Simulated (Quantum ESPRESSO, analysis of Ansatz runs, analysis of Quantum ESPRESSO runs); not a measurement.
# N-H pair in ZnSe: local vibrational mode against experiment (Quantum ESPRESSO), part 2 of 2

Subject: N-H pair in ZnSe. Wanted: its local vibrational mode, in one set-up (QE: PBE, GBRV 1.5 PBE, 32-site cell, PBE lattice, k: the single point 1/4 1/4 1/4). The model is a cell of 32 host atoms with N put on another atom's site and H put in between. The frequencies come from force constants among the defect atom and its neighbours, with the masses of the isotopes named. Other potentials or another program check that the number doesn't hang on one set of files.

Quantum ESPRESSO 7.5; QE: PBE, GBRV 1.5 PBE, 32-site cell, PBE lattice, k: the single point 1/4 1/4 1/4.

So far. Step 2 (Relaxation, charge 0): Neighbours of the added atoms: H33: N28 1.04, Zn16 2.47, Zn9 2.47 Å.

### 3. Atom Zn9 moved by 0.015 A along x

Force constants come from the forces after small displacements. One such run is shown.

This step: Quantum ESPRESSO plane-wave DFT, PBE, GBRV 1.5 PBE potentials; single point of a defect supercell.

File pw.in:

```
&CONTROL
  calculation = 'scf'
  prefix = 'pwscf'
  outdir = './tmp'
  pseudo_dir = './pseudo'
  tprnfor = .true.
  disk_io = 'low'
/
&SYSTEM
  ibrav = 0
  nat = 33
  ntyp = 4
  ecutwfc = 45
  ecutrho = 360
  nbnd = 212
  occupations = 'smearing'
  smearing = 'fd'
  degauss = 0.00073499
  nosym = .true.
/
&ELECTRONS
  conv_thr = 1d-10
  electron_maxstep = 100
  mixing_beta = 0.5
/
ATOMIC_SPECIES
Zn    65.3800 zn_pbe_v1.uspp.F.UPF
Se    78.9710 se_pbe_v1.uspp.F.UPF
N     14.0070 n_pbe_v1.2.uspp.F.UPF
H      1.0080 h_pbe_v1.4.uspp.F.UPF
CELL_PARAMETERS angstrom
  -5.7287055320    5.7287055320   -5.7287055320
   5.7287055320    5.7287055320    5.7287055320
   5.7287055320   -5.7287055320   -5.7287055320
ATOMIC_POSITIONS crystal
Zn    -0.0018066499   -0.0055003536   -0.0018545987
Zn    -0.0018336862    0.2475157145    0.7451042151
[... 4 atom lines left out ...]
Zn     0.1820447442    0.4314338518    0.1819948075
[... 1 atom line left out ...]
Zn     0.5143997068   -0.0263870825    0.5155421301
[... 2 atom lines left out ...]
Zn     0.5143914594    0.7637070615    0.7227947638
[... 3 atom lines left out ...]
Zn     0.7231251023    0.7638208562    0.5143498347
[... 2 atom lines left out ...]
Se    -0.0049594118    0.5009010933    0.2514544790
[... 1 atom line left out ...]
Se     0.2596232644   -0.0024852268    0.5010429878
Se     0.2514808689    0.2444342412    0.2514582562
Se     0.2515227002    0.5008980061   -0.0050214003
Se     0.2596173179    0.7504415176    0.7480235141
Se     0.5010562935   -0.0025017997    0.2594476957
[... 2 atom lines left out ...]
N      0.5363911469    0.7856232297    0.5361358102
[... 4 atom lines left out ...]
H      0.4321082520    0.6812375865    0.4317287203
K_POINTS crystal
1
0.25 0.25 0.25 1.0
```

Launch:

```sh
OMP_NUM_THREADS=1 mpirun -n 2 pw.x -in pw.in > pw.out
```

Output:

```text
[banner, memory and clock lines left out]
          URL

     bravais-lattice index     =            0
     lattice parameter (alat)  =      18.7506  a.u.
     unit-cell volume          =    5074.8837 (a.u.)^3
     number of atoms/cell      =           33
     number of atomic types    =            4
     number of electrons       =       416.00
     number of Kohn-Sham states=          212
     kinetic-energy cutoff     =      45.0000  Ry
     charge density cutoff     =     360.0000  Ry
     scf convergence threshold =      1.0E-10
     mixing beta               =       0.5000
     number of iterations used =            8  plain     mixing
     Exchange-correlation=  SLA  PW   PBX  PBC
                           (   1   4   3   4   0   0   0)

     celldm(1)=  18.750636  celldm(2)=   0.000000  celldm(3)=   0.000000
     celldm(4)=   0.000000  celldm(5)=   0.000000  celldm(6)=   0.000000

     crystal axes: (cart. coord. in units of alat)
               a(1) = (  -0.577350   0.577350  -0.577350 )
               a(2) = (   0.577350   0.577350   0.577350 )
               a(3) = (   0.577350  -0.577350  -0.577350 )

     reciprocal axes: (cart. coord. in units 2 pi/alat)
               b(1) = (  0.000000  0.866025 -0.866025 )
               b(2) = (  0.866025  0.866025 -0.000000 )
               b(3) = (  0.866025  0.000000 -0.866025 )

     PseudoPot. # 1 for Zn read from file:
     zn_pbe_v1.uspp.F.UPF
     Pseudo is Ultrasoft, Zval = 20.0
     Generated by new atomic code, or converted to UPF format
     Using radial grid of  943 points,  6 beta functions with:
                l(1) =   0
                l(2) =   0
                l(3) =   1
                l(4) =   1
                l(5) =   2
                l(6) =   2
     Q(r) pseudized with  8 coefficients,  rinner =    1.100   1.100   1.100
                                                       1.100   1.100

     PseudoPot. # 2 for Se read from file:
     se_pbe_v1.uspp.F.UPF
     Pseudo is Ultrasoft + core correction, Zval =  6.0
     Generated by new atomic code, or converted to UPF format
     Using radial grid of  877 points,  6 beta functions with:
                l(1) =   0
                l(2) =   0
                l(3) =   1
                l(4) =   1
[...]
Q(r) pseudized with  8 coefficients,  rinner =    1.300   1.300   1.300
                                                       1.300   1.300

     PseudoPot. # 3 for N  read from file:
     n_pbe_v1.2.uspp.F.UPF
     Pseudo is Ultrasoft + core correction, Zval =  5.0
     Generated by new atomic code, or converted to UPF format
     Using radial grid of  729 points,  4 beta functions with:
[...]
l(2) =   0
                l(3) =   1
                l(4) =   1
     Q(r) pseudized with  8 coefficients,  rinner =    0.900   0.900   0.900

     PseudoPot. # 4 for H  read from file:
     h_pbe_v1.4.uspp.F.UPF
     Pseudo is Ultrasoft, Zval =  1.0
     Generated by new atomic code, or converted to UPF format
     Using radial grid of  615 points,  2 beta functions with:
                l(1) =   0
                l(2) =   0
     Q(r) pseudized with  8 coefficients,  rinner =    0.700

     atomic species   valence    mass     pseudopotential
     Zn               20.00    65.38000     Zn( 1.00)
     Se                6.00    78.97100     Se( 1.00)
     N                 5.00    14.00700     N ( 1.00)
     H                 1.00     1.00800     H ( 1.00)

     No symmetry found

   Cartesian axes

     site n.     atom                  positions (alat units)
         1        Zn     tau(   1) = (  -0.0032033  -0.0031479  -0.0010618  )
         2        Zn     tau(   2) = (   0.5741481  -0.2883415  -0.2862242  )
         3        Zn     tau(   3) = (   0.5837152  -0.0023635  -0.0029492  )
         4        Zn     tau(   4) = (   0.5837360   0.2910015   0.2903627  )
         5        Zn     tau(   5) = (   0.2842843  -0.2917881  -0.5749022  )
         6        Zn     tau(   6) = (   0.2909199  -0.0024004  -0.2957811  )
         7        Zn     tau(   7) = (   0.2490596   0.2491173   0.0389101  )
         8        Zn     tau(   8) = (   0.2908542   0.5838041   0.2904258  )
         9        Zn     tau(   9) = (  -0.0145750  -0.0158942  -0.6098718  )
        10        Zn     tau(  10) = (  -0.0023761   0.2909570  -0.2957406  )
        11        Zn     tau(  11) = (  -0.0024251   0.5838271  -0.0029348  )
        12        Zn     tau(  12) = (   0.5612482   0.3206048  -0.2733633  )
        13        Zn     tau(  13) = (  -0.2919076   0.2843817  -0.5747963  )
        14        Zn     tau(  14) = (  -0.2883725   0.5742235  -0.2862035  )
        15        Zn     tau(  15) = (   0.2854112   0.2854931  -0.5737138  )
        16        Zn     tau(  16) = (   0.3204557   0.5615286  -0.2734643  )
        17        Se     tau(  17) = (   0.4337001  -0.4340475  -0.4326582  )
        18        Se     tau(  18) = (   0.4303796  -0.1446780  -0.1424058  )
        19        Se     tau(  19) = (   0.4372360   0.1411548   0.1468814  )
        20        Se     tau(  20) = (   0.4303516   0.4304394   0.4326697  )
        21        Se     tau(  21) = (   0.1379489  -0.1408186  -0.4406057  )
[...]
total energy              =   -8061.49760065 Ry
     estimated scf accuracy    <       0.88752170 Ry

     iteration #  3     ecut=    45.00 Ry     beta= 0.50
     Davidson diagonalization with overlap
     ethr =  2.13E-04,  avg # of iterations =  3.0

     total energy              =   -8061.67412589 Ry
     estimated scf accuracy    <       0.08342274 Ry

     iteration #  4     ecut=    45.00 Ry     beta= 0.50
     Davidson diagonalization with overlap
     ethr =  2.01E-05,  avg # of iterations =  3.0

     total energy              =   -8061.68663256 Ry
     estimated scf accuracy    <       0.01414247 Ry

     iteration #  5     ecut=    45.00 Ry     beta= 0.50
     Davidson diagonalization with overlap
     ethr =  3.40E-06,  avg # of iterations =  6.0

     total energy              =   -8061.68831759 Ry
     estimated scf accuracy    <       0.00164753 Ry

     iteration #  6     ecut=    45.00 Ry     beta= 0.50
     Davidson diagonalization with overlap
     ethr =  3.96E-07,  avg # of iterations =  5.0

     total energy              =   -8061.68851689 Ry
     estimated scf accuracy    <       0.00013314 Ry

     iteration #  7     ecut=    45.00 Ry     beta= 0.50
     Davidson diagonalization with overlap
     ethr =  3.20E-08,  avg # of iterations =  6.0

     total energy              =   -8061.68860109 Ry
     estimated scf accuracy    <       0.00001848 Ry

     iteration #  8     ecut=    45.00 Ry     beta= 0.50
     Davidson diagonalization with overlap
     ethr =  4.44E-09,  avg # of iterations =  3.0

     total energy              =   -8061.68860721 Ry
     estimated scf accuracy    <       0.00000433 Ry

     iteration #  9     ecut=    45.00 Ry     beta= 0.50
     Davidson diagonalization with overlap
     ethr =  1.04E-09,  avg # of iterations =  2.0

     total energy              =   -8061.68860789 Ry
     estimated scf accuracy    <       0.00000079 Ry

     iteration # 10     ecut=    45.00 Ry     beta= 0.50
     Davidson diagonalization with overlap
     ethr =  1.90E-10,  avg # of iterations =  5.0

     total energy              =   -8061.68860819 Ry
     estimated scf accuracy    <       0.00000010 Ry

     iteration # 11     ecut=    45.00 Ry     beta= 0.50
     Davidson diagonalization with overlap
     ethr =  2.40E-11,  avg # of iterations =  6.0

     total energy              =   -8061.68860824 Ry
     estimated scf accuracy    <       0.00000001 Ry

     iteration # 12     ecut=    45.00 Ry     beta= 0.50
     Davidson diagonalization with overlap
     ethr =  2.56E-12,  avg # of iterations =  6.0

     total energy              =   -8061.68860825 Ry
     estimated scf accuracy    <          6.1E-09 Ry

     iteration # 13     ecut=    45.00 Ry     beta= 0.50
     Davidson diagonalization with overlap
     ethr =  1.46E-12,  avg # of iterations =  2.0

     total energy              =   -8061.68860825 Ry
     estimated scf accuracy    <          2.1E-10 Ry

     iteration # 14     ecut=    45.00 Ry     beta= 0.50
     Davidson diagonalization with overlap
     ethr =  1.00E-13,  avg # of iterations =  6.0

     End of self-consistent calculation

          k = 0.4330 0.4330-0.4330 ( 25876 PWs)   bands (ev):

  -119.9313-119.4146-119.4141-119.4116-119.4116-119.4096-119.4085-119.4030
  -119.4024-119.4003-119.3292-119.3287-119.3244-119.1092-119.1059-119.1047
   -74.1770 -74.0577 -74.0577 -73.5934 -73.5928 -73.5905 -73.5905 -73.5884
   -73.5874 -73.5785 -73.5779 -73.5776 -73.5771 -73.5765 -73.5759 -73.5755
   -73.5755 -73.5746 -73.5745 -73.5738 -73.5734 -73.5725 -73.5724 -73.5714
   -73.5684 -73.5681 -73.5677 -73.5674 -73.5656 -73.5654 -73.5009 -73.5003
   -73.4968 -73.4961 -73.4961 -73.4947 -73.4943 -73.4919 -73.4899 -73.3111
   -73.3076 -73.3063 -73.3058 -73.3029 -73.3017 -73.2226 -73.2191 -73.2179
    -8.8573  -6.9878  -6.8858  -6.8826  -6.7546  -6.5167  -6.5156  -6.4238
    -6.3720  -6.3650  -6.3639  -6.3362  -6.3306  -6.2950  -6.2871  -6.2724
    -1.0188  -1.0006  -1.0005  -0.9296  -0.9295  -0.7402  -0.6128  -0.6026
    -0.6015  -0.6014  -0.5890  -0.5883  -0.5852  -0.5846  -0.5840  -0.5691
[...]
1.3866   1.4593   1.5612   1.5656   2.1789   2.7709   2.8217   2.8238
     2.9976   3.3269   3.3279   3.4230   3.4910   3.4928   3.5154   3.5174
     3.5562   3.5582   3.6138   3.6170   3.9299   4.2152   4.2160   4.2440
     4.2472   4.2969   4.2989   4.3144   4.3494   4.4075   4.4083   4.4115
     5.1022   5.2141   5.2164   5.3559   5.3583   5.3901   5.3918   5.4023
     8.0842   8.3282   8.4485   8.4512

     the Fermi energy is     6.5421 ev

!    total energy              =   -8061.68860825 Ry
     estimated scf accuracy    <          5.2E-11 Ry
     smearing contrib. (-TS)   =       0.00000000 Ry
     internal energy E=F+TS    =   -8061.68860825 Ry

     The total energy is F=E-TS. E is the sum of the following terms:
     one-electron contribution =   -7635.64972811 Ry
     hartree contribution      =    3911.87685665 Ry
     xc contribution           =   -1127.04237343 Ry
     ewald contribution        =   -3210.87336337 Ry

     convergence has been achieved in  14 iterations

     Forces acting on atoms (cartesian axes, Ry/au):

     atom    1 type  1   force =     0.00004715    0.00003013    0.00005097
     atom    2 type  1   force =    -0.00018738    0.00020383   -0.00013493
     atom    3 type  1   force =    -0.00000706   -0.00003916   -0.00001767
     atom    4 type  1   force =    -0.00023301   -0.00014488    0.00019928
     atom    5 type  1   force =     0.00014451   -0.00012285   -0.00011596
     atom    6 type  1   force =     0.00012260    0.00010262    0.00014190
     atom    7 type  1   force =     0.00012060    0.00014142   -0.00006385
     atom    8 type  1   force =     0.00014533    0.00012122   -0.00007847
     atom    9 type  1   force =    -0.00331832   -0.00140108   -0.00091281
     atom   10 type  1   force =    -0.00032069   -0.00012369   -0.00013652
[...]
atom   29 type  2   force =     0.00002575   -0.00003518   -0.00007160
     atom   30 type  2   force =     0.00090486    0.00073646   -0.00042468
     atom   31 type  2   force =     0.00001129    0.00005662   -0.00003211
     atom   32 type  2   force =    -0.00008754    0.00006286   -0.00011601
     atom   33 type  4   force =     0.00036065    0.00028519    0.00025826

     Total force =     0.004521     Total SCF correction =     0.000020
```

Run time: 6.1 min. Hardware: 2 MPI ranks of Arm Neoverse V1, shared host; peak memory 2.5 GiB; 12 min of CPU time.

At this level the gap is 2.68 eV on the k-mesh of the self-consistent run, which can miss the band edges.

### 4. Local vibrational modes

Analysis of the runs above: force constants by central differences of Quantum ESPRESSO plane-wave DFT, PBE, GBRV 1.5 PBE potentials forces among the atoms nearest to a defect, the others at rest.

The modes with the largest weight on the probed atoms (the light atom of a pair), for the masses of each isotope. Modes of the displaced atoms (local only where they lie over the host's phonons):

```csv
isotopes,mode (cm⁻¹),share of the defect atoms
H,3360,0.936
H,820.8,0.91
H,820.4,0.91
D,2453,0.877
D,620.2,0.642
D,619.9,0.642
```

### 5. Outcome

| Property | Result |
| --- | --- |
| distance from the defect atom to its nearest neighbour | 1.035 Å |
| N-H stretch, 1H | 3360 cm⁻¹ |
| N-H wag, 1H | 821 cm⁻¹ |

N-H stretch, 1H: computed 3360 cm⁻¹, measured 3194 cm⁻¹; 166 cm⁻¹ (5 %) above the measurement. N-H wag, 1H: computed 821 cm⁻¹, measured 783 cm⁻¹; 38 cm⁻¹ (5 %) above the measurement. The computed value is harmonic, while the measured line is the anharmonic fundamental, which for X–H stretches usually lies a few per cent lower. Only the named neighbours move, so modes near the host's band are approximate.

[Logs are printed without paths, hosts, clocks, repeated set-up lines and the standing remarks that a program may print on its own settings, such as how far it seeks lower states.]

[Hosts, paths, dates, database ids (printed as entryN), source tags and the programs' standing remarks are cut or masked in the printed files.]

[For some hosts the program warned that the k-mesh of the response run may be too coarse for force constants and the static dielectric constant; such warnings are not shown here.]
